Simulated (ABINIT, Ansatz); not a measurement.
## A GW chain in ABINIT: CdTe (F-43m)

Wanted: ground state, empty states, screening and self-energy for CdTe (F-43m).

Main program and level: ABINIT 10.8.3; PBE and many-body steps on it, plane waves.

**What was measured.**

- Gap 1.48 ± 0.02 eV: direct optical gap from Tauc analysis, 1.5 h deposition; UV-vis diffuse reflectance; film (electrodeposited 1.5 h on FTO, Te-rich) (“Electrodeposition of CdTe Thin Films for Solar Energy Water Splitting”, 2020, pmc:7177234).

- Gap 1.592 eV: near-band-edge L1 bound-exciton energy extrapolated to 0 K (Varshni), slightly below the true gap; temperature-dependent photoluminescence; 0 K; bulk crystal (vertical Bridgman single crystal) (“Photoluminescence characteristics of Cd1-xMnxTe single crystals grown by the vertical Bridgman method”, 2012, pmc:3275455).

- Gap 1.32 ± 0.02 eV: direct optical gap from Tauc analysis, 2.5 h deposition; UV-vis diffuse reflectance; film (electrodeposited 2.5 h on FTO, nearly stoichiometric) (“Electrodeposition of CdTe Thin Films for Solar Energy Water Splitting”, 2020, pmc:7177234).

### Step 1. Starting point

The structure is cubic, space group F-43m (No. 216). The conventional cell has a = 6.480 Å, b = 6.480 Å, c = 6.480 Å, α = 90.00°, β = 90.00°, γ = 90.00°. Nearest to Cd lie 4 Te at 2.81 Å. Nearest to Te lie 4 Cd at 2.81 Å. Farther neighbours, and contacts between anions beyond the nearest, are not listed.

Structure file:

```cif
data_structure
_symmetry_space_group_name_H-M 'P 1'
_symmetry_Int_Tables_number 1
_cell_length_a 4.5821
_cell_length_b 4.5821
_cell_length_c 4.5821
_cell_angle_alpha 60.000
_cell_angle_beta 60.000
_cell_angle_gamma 60.000
_cell_volume 68.02
loop_
_atom_site_label
_atom_site_type_symbol
_atom_site_fract_x
_atom_site_fract_y
_atom_site_fract_z
_atom_site_occupancy
Cd1 Cd 0.00000 0.00000 0.00000 1
Te2 Te 0.25000 0.25000 0.25000 1
```

The cell and positions come from the Crystallography Open Database and are kept as given unless a step says otherwise.

### Step 2. Ground state

This step: ABINIT 10.8.3; DFT, PBE, plane waves, norm-conserving pseudopotentials.

The ground-state density comes first.

Input file run.abi:

```
acell 3*1.0 Angstrom
rprim 
  0.000000000000 3.240000000000 3.240000000000
  3.240000000000 0.000000000000 3.240000000000
  3.240000000000 3.240000000000 0.000000000000
ntypat 2
znucl 48 52
natom 2
typat 1 2
xred 
  0.000000000000 0.000000000000 0.000000000000
  0.250000000000 0.250000000000 0.250000000000
pp_dirpath "pseudos"
pseudos "Cd.upf, Te.upf"
ecut 47
ngkpt 6 6 6
nshiftk 1
shiftk 0 0 0
kptopt 1
chksymbreak 0
nband 27
occopt 1
tolvrs 1e-10
nstep 60
prtwf 0
optforces 0
optstress 0
indata_prefix "in"
outdata_prefix "out"
tmpdata_prefix "tmp"
```

Run with:

```sh
OMP_NUM_THREADS=1 mpirun -n 8 abinit run.abi > log
```

Log:

```text
.Version 10.8.3 of ABINIT. v10.8.2 released Aug 2026.

 Symmetries : space group F-4 3 m (#216); Bravais cF (face-center cubic)
================================================================================
 Values of the parameters that define the memory need of the present run
     intxc =       0    ionmov =       0      iscf =       7    lmnmax =       8
     lnmax =       8     mgfft =      54  mpssoang =       4    mqgrid =    3001
     natom =       2  nloc_mem =       1    nspden =       1   nspinor =       1
    nsppol =       1      nsym =      24    n1xccc =    2501    ntypat =       2
    occopt =       1   xclevel =       2
-    mband =          27        mffmem =           1         mkmem =           2
       mpw =        7099          nfft =      157464          nkpt =          16
================================================================================
  Rough estimation (10% accuracy) of disk space for files :
================================================================================

--------------------------------------------------------------------------------
------------- Echo of variables that govern the present computation ------------
--------------------------------------------------------------------------------
 -outvars: echo values of preprocessed input variables --------
            acell      1.8897261259E+00  1.8897261259E+00  1.8897261259E+00 Bohr

      chksymbreak           0
             ecut      4.70000000E+01 Hartree
-          fftalg         312

              ixc     -101130
              kpt      0.00000000E+00  0.00000000E+00  0.00000000E+00
                       1.66666667E-01  0.00000000E+00  0.00000000E+00
                       3.33333333E-01  0.00000000E+00  0.00000000E+00
                       5.00000000E-01  0.00000000E+00  0.00000000E+00
                       1.66666667E-01  1.66666667E-01  0.00000000E+00
                       3.33333333E-01  1.66666667E-01  0.00000000E+00
                       5.00000000E-01  1.66666667E-01  0.00000000E+00
                      -3.33333333E-01  1.66666667E-01  0.00000000E+00
                      -1.66666667E-01  1.66666667E-01  0.00000000E+00
   [... 5 further rows ...]
                      -3.33333333E-01  3.33333333E-01  1.66666667E-01
                      -3.33333333E-01  5.00000000E-01  1.66666667E-01
         kptrlatt        6    0    0      0    6    0      0    0    6
          kptrlen      5.19529396E+01
P           mkmem           2
            natom           2
            nband          27
            ngfft          54      54      54
             nkpt          16
            nstep          60
             nsym          24
           ntypat           2
              occ      2.000000  2.000000  2.000000  2.000000  2.000000  2.000000
                       2.000000  2.000000  2.000000  2.000000  2.000000  2.000000
                       2.000000  2.000000  2.000000  2.000000  2.000000  2.000000
                       2.000000  2.000000  2.000000  2.000000  0.000000  0.000000
[...]
optforces           0
        optstress           0
            prtwf           0
            rprim      0.0000000000E+00  3.2400000000E+00  3.2400000000E+00
[...]
spgroup         216

           tolvrs      1.00000000E-10

             xred      0.0000000000E+00  0.0000000000E+00  0.0000000000E+00
[...]
znucl       48.00000   52.00000

================================================================================

 chkinp: Checking input parameters for consistency.

================================================================================
== DATASET  1 ==================================================================
-   mpi_nproc: 8, omp_nthreads: 1 (-1 if OMP is not activated)

--- !DatasetInfo
iteration_state: {dtset: 1, }
dimensions: {natom: 2, nkpt: 16, mband: 27, nsppol: 1, nspinor: 1, nspden: 1, mpw: 7099, }
cutoff_energies: {ecut:  47.0, pawecutdg:  -1.0, }
electrons: {nelect:   4.40000000E+01, charge:   0.00000000E+00, occopt:   1.00000000E+00, tsmear:   1.00000000E-02, }

 Real(R)+Recip(G) space primitive vectors, cartesian coordinates (Bohr,Bohr^-1):
 R(1)=  0.0000000  6.1227126  6.1227126  G(1)= -0.0816631  0.0816631  0.0816631
 R(2)=  6.1227126  0.0000000  6.1227126  G(2)=  0.0816631 -0.0816631  0.0816631
 R(3)=  6.1227126  6.1227126  0.0000000  G(3)=  0.0816631  0.0816631 -0.0816631
 Unit cell volume ucvol=  4.5905173E+02 bohr^3
 Angles (23,13,12)=  6.00000000E+01  6.00000000E+01  6.00000000E+01 degrees

 getcut: wavevector=  0.0000  0.0000  0.0000  ngfft=  54  54  54
         ecut(hartree)=     47.000   => boxcut(ratio)=   2.02148

--- Pseudopotential description ------------------------------------------------
- Cd Generated using ONCVPSP code by D. R. Hamann
- 48.00000  20.00000  171031                  znucl, zion, pspdat
12 -101130 2 -1 1368                          pspcod,pspxc,lmax,lloc,mmax
     nproj     2     2     2     0
  pspatm : epsatm=   19.67729986
         --- l  ekb(1:nproj) -->
[...]
pspatm: atomic psp has been read  and splines computed

- Te Generated using ONCVPSP code by D. R. Hamann
- 52.00000  24.00000  220131                  znucl, zion, pspdat
12 -101130 3 -1 1294                          pspcod,pspxc,lmax,lloc,mmax
     nproj     2     2     2     2
  pspatm : epsatm=   28.89495404
         --- l  ekb(1:nproj) -->
[...]
pspatm: atomic psp has been read  and splines computed

   2.13717917E+03                                ecore*ucvol(ha*bohr**3)
--------------------------------------------------------------------------------

_setup2: Arith. and geom. avg. npw (full set) are    7068.301    7068.284

================================================================================

--- !BeginCycle
iteration_state: {dtset: 1, }
solver: {iscf: 7, nstep: 60, nline: 4, wfoptalg: 0, }
tolerances: {tolvrs: 1.00E-10, }

     iter   Etot(hartree)      deltaE(h)  residm     vres2
 ETOT  1  -455.01451075098    -4.550E+02 5.250E-01 3.250E+02
 ETOT  2  -455.67603146776    -6.615E-01 1.543E-02 1.512E+02
 ETOT  3  -455.69372177424    -1.769E-02 7.941E-04 3.237E+00
 ETOT  4  -455.69383783588    -1.161E-04 1.955E-04 1.309E+00
 ETOT  5  -455.69391768051    -7.984E-05 9.521E-05 1.957E-01
 ETOT  6  -455.69394047356    -2.279E-05 6.636E-05 1.669E-02
 ETOT  7  -455.69394135313    -8.796E-07 4.673E-05 7.624E-04
 ETOT  8  -455.69394139116    -3.802E-08 3.583E-05 2.327E-05
 ETOT  9  -455.69394139298    -1.818E-09 2.608E-05 1.724E-06
 ETOT 10  -455.69394139315    -1.754E-10 2.059E-05 8.402E-08
 ETOT 11  -455.69394139315     5.741E-12 1.461E-05 2.478E-09
 ETOT 12  -455.69394139313     1.478E-11 1.183E-05 2.398E-11

 At SCF step   12       vres2   =  2.40E-11 < tolvrs=  1.00E-10 =>converged.

--- !ResultsGS
iteration_state: {dtset: 1, }
comment   : Summary of ground state results
lattice_vectors:
- [  0.0000000,   6.1227126,   6.1227126, ]
- [  6.1227126,   0.0000000,   6.1227126, ]
- [  6.1227126,   6.1227126,   0.0000000, ]
lattice_lengths: [   8.65882,    8.65882,    8.65882, ]
lattice_angles: [ 60.000,  60.000,  60.000, ] # degrees, (23, 13, 12)
lattice_volume:   4.5905173E+02
convergence: {deltae:  1.478E-11, res2:  2.398E-11, residm:  1.183E-05, diffor:  0.000E+00, }
etotal    :  -4.55693941E+02
entropy   :   0.00000000E+00
fermie    :   1.98221920E-01
cartesian_stress_tensor: null
pressure_GPa: null
xred      :
- [  0.0000E+00,   0.0000E+00,   0.0000E+00, Cd]
- [  2.5000E-01,   2.5000E-01,   2.5000E-01, Te]
cartesian_forces: null
force_length_stats: {min: null, max: null, mean: null, }

 Integrated electronic density in atomic spheres:
 ------------------------------------------------
 Atom  Sphere_radius  Integrated_density
    1        2.00000         17.16315695
    2        2.00000         19.94816551
================================================================================

 ----iterations are completed or convergence reached----

 Mean square residual over all n,k,spin=   27.379E-09; max=  11.825E-06
 reduced coordinates (array xred) for    2 atoms
       0.000000      0.000000      0.000000
       0.250000      0.250000      0.250000
 rms dE/dt=  0.0000E+00; max dE/dt=  0.0000E+00; dE/dt below (all hartree)
    1       0.000000      0.000000      0.000000
    2       0.000000      0.000000      0.000000

 cartesian coordinates (angstrom) at end:
    1      0.000000     0.000000     0.000000
    2      1.620000     1.620000     1.620000
 length scales=  1.889726  1.889726  1.889726 bohr
              =  1.000000  1.000000  1.000000 angstroms
 prteigrs : about to open file out_EIG
 Fermi (or HOMO) energy (hartree) =   0.19822   Average Vxc (hartree)=  -0.33179
 Eigenvalues (hartree) for nkpt=  16  k points:
 kpt#   1, nband= 27, wtk=  0.00463, kpt=  0.0000  0.0000  0.0000 (reduced coord)
  -5.63480   -3.79831   -3.79831   -3.79831   -3.55711   -2.12531   -2.12531   -2.12531
  -1.12571   -1.12571   -1.12571   -1.12542   -1.12542   -0.21246   -0.10626   -0.10626
  -0.10626   -0.09670   -0.09670    0.19822    0.19822    0.19822    0.22653    0.36807
   0.36807    0.36807    0.47246
 prteigrs : prtvol=0 or 1, do not print more k-points.

--- !EnergyTerms
iteration_state     : {dtset: 1, }
comment             : Components of total free energy in Hartree
kinetic             :  1.564656E+02
hartree             :  1.703106E+02
xc                  : -6.035471E+01
Ewald energy        : -2.141487E+02
psp_core            :  4.655639E+00
local_psp           : -5.086249E+02
non_local_psp       : -3.997385E+00
total_energy        : -4.556939E+02
total_energy_eV     : -1.240006E+04
band_energy         : -6.584216E+01

== END DATASET(S) ==============================================================
================================================================================

 -outvars: echo values of variables after computation  --------
           etotal     -4.5569394139E+02
            nband          27
             nkpt          16
          spgroup         216
 [... the other variables as echoed above ...]

 Calculation completed.
```

Elapsed: 39 s, on 8 MPI ranks of Arm Neoverse N1, shared host; peak memory 0.78 GiB.

Read from the output:

```yaml
total_energy: -12400.0638 eV
gap: 0.7704 eV
k_of_the_valence_top: 0, 0, 0
k_of_the_conduction_bottom: 0, 0, 0
least_direct_gap: 0.7704 eV
```

The gap is direct, at Γ.

(Continued in part 2 of 3.)

[Long decimals in the printed logs are rounded to 6 places.]

[Logs are printed without paths, hosts, clocks, repeated set-up lines and the standing remarks that a program may print on its own settings, such as how far it seeks lower states.]

[Paths, hosts, dates, memory and timing lines, banners, echoed tables and standing remarks are left out of the program output; an Ansatz launch command may be rebuilt from the run's recorded settings. Measured values are a selection of at most five: reports struck by readers or far from the other reports are left out. None is set beside runs whose start may be inverted or whose files or cutoffs have a known fault.]

[Runs of the session that timed out or met a known fault of the program may be left out.]

[Hosts, paths, dates, database ids (printed as entryN), source tags and the programs' standing remarks are cut or masked in the printed files.]

[G0W0 gaps are taken among the corrected bands and points alone; a level outside them can change the order at an edge.]

[Where Ansatz stands beside ABINIT at settings called matched, ABINIT's density can come from a denser mesh and the files from another edition; pairs whose starting gaps differed by over 0.03 eV were left out, so agreement reads better than it is.]
